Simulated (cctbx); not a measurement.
# CuMoN2: precision against data quality

Space group Cmcm (no. 63), a = 2.9240 Å, b = 5.3790 Å, c = 11.4250 Å, α = 90.00°, β = 90.00°, γ = 90.00°.

| atom | mult. | x | y | z | Ueq (Å²) |
| --- | --- | --- | --- | --- | --- |
| Mo1 | 4 | 0 | 0.1331 | 1/4 | 0.0128 |
| Cu1 | 4 | 0 | 0 | 0 | 0.0123 |
| N1 | 8 | 0 | 0.4588 | 0.3662 | 0.0218 |

The model was made for the exercise: a known structure type with other elements put in, its volume estimated, not relaxed; displacement parameters are assumed.

Five simulated data sets (cctbx; Ag Kα, λ = 0.56087 Å; 3 % proportional error) differ in resolution or exposure (noise floor 15 counts in the first three, 8 in the last two). Each is refined with the right model, isotropic at 1.1 Å and anisotropic otherwise. How do the figures of merit and the uncertainties move?

```
d min (Å)  top counts  ⟨I/σ⟩ (unmerged, absences included)  unique  param. (scale apart)   Rint      R1  GooF  largest s.u. xyz (fractional)  s.u. U of N1 (Å²)  largest error (Å)
      1.1        5000                                  7.6      48                     6  0.032  0.0132  0.96                        0.00136             0.0021             0.0169
     0.84        5000                                  6.1     103                    14  0.037  0.0155  0.95                        0.00114             0.0024             0.0085
      0.6        5000                                  4.2     258                    14  0.056  0.0235  0.99                        0.00097             0.0016             0.0035
     0.75         300                                  1.3     132                    14  0.206  0.0530  0.94                        0.00468             0.0090             0.0561
     0.75        3000                                  5.0     132                    14  0.046  0.0180  0.94                        0.00115             0.0024             0.0137
```

The number of reflections grows roughly as 1/d³: 48, 103 and 258 here. R1 follows the noise rather than the truth: at 300 counts it is 0.0530, at 3000 counts 0.0180, while GooF is 0.94 and 0.94: the weights 1/σ² carry the noise. The s.u. of U (U11 where anisotropic) for N1 goes 0.0021, 0.0024, 0.0016 Å² with resolution and 0.0090, 0.0024 Å² with exposure.

Hardware for the 0.6 Å refinement: 0.4 s on 1 thread of Arm Neoverse V2, on a shared host, peak memory 0.09 GiB.

[Logs are printed without paths, hosts, clocks, repeated set-up lines and the standing remarks that a program may print on its own settings, such as how far it seeks lower states.]
